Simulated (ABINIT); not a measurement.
Entries from a set of simulations; values are calculated unless marked as measured.

### Quasiparticle gap of BP (F-43m) in ABINIT

Symmetry: F-43m, No. 216, cubic system. Conventional cell: a = 4.538 Å, b = 4.538 Å, c = 4.538 Å, α = 90.00°, β = 90.00°, γ = 90.00°. Nearest to B lie 4 P at 1.97 Å. P has 4 B at 1.97 Å nearest. Farther neighbours, and contacts between anions beyond the nearest, are not listed.

```xyz
2
Lattice="0.0000 2.2690 2.2690 2.2690 0.0000 2.2690 2.2690 2.2690 0.0000" Properties=species:S:1:pos:R:3 pbc="T T T"
B     0.0000    0.0000    0.0000
P     1.1345    1.1345    1.1345
```

- method: RPA screening on PBE, plane waves, norm-conserving pseudopotentials (and 2 further levels or steps)
- program: ABINIT 10.8.3
- settings: cutoff 34 Ha, PseudoDojo scalar-relativistic 0.4.1 standard, norm-conserving, ngkpt (4, 4, 4), nband 17, ecuteps 3.2 Ha, inclvkb 2, shiftk (0, 0, 0), symchi 1, awtr 1, frequency ppm, 4×4×4 k-mesh
- cost: 5 runs, 15 s in all on 4 MPI ranks of Arm Neoverse V1, shared host
- notes: The cell and positions come from the Crystallography Open Database and are kept as given unless a step says otherwise. Local fields lower the RPA ε∞ on this mesh from 13.90 to 12.84; a Γ-centred mesh this coarse tends to raise both, most where the direct gap is narrow, while a short band sum lowers them. The 4×4×4 mesh is coarse for this cell, which bears on the long-range parts of exchange and screening.
- PBE gap: 1.26 eV, indirect
- G0W0 gap on the mesh: 1.86 eV
- G0W0 gap over the zone (rigid shift): 1.77 eV
- GW settings: 4×4×4 mesh, 17 bands, screening to 87.1 eV, Godby-Needs plasmon pole
- known limits: short of the basis limit; coarse k mesh

G0W0 moves the gap on the mesh from 1.35 eV to 1.86 eV (+0.51 eV), with Z of 0.80 and 0.81 at the edges. The mesh misses the band edges by 0.09 eV in all; a rigid shift gives 1.77 eV for the zone.

[Long decimals in the printed logs are rounded to 6 places.]

[Logs are printed without paths, hosts, clocks, repeated set-up lines and the standing remarks that a program may print on its own settings, such as how far it seeks lower states.]

[Paths, hosts, dates, memory and timing lines, banners, echoed tables and standing remarks are left out of the program output; an Ansatz launch command may be rebuilt from the run's recorded settings. Measured values are a selection of at most five: reports struck by readers or far from the other reports are left out. None is set beside runs whose start may be inverted or whose files or cutoffs have a known fault.]

[Runs of the session that timed out or met a known fault of the program may be left out.]

[Hosts, paths, dates, database ids (printed as entryN), source tags and the programs' standing remarks are cut or masked in the printed files.]

[G0W0 gaps are taken among the corrected bands and points alone; a level outside them can change the order at an edge.]

[Where Ansatz stands beside ABINIT at settings called matched, ABINIT's density can come from a denser mesh and the files from another edition; pairs whose starting gaps differed by over 0.03 eV were left out, so agreement reads better than it is.]
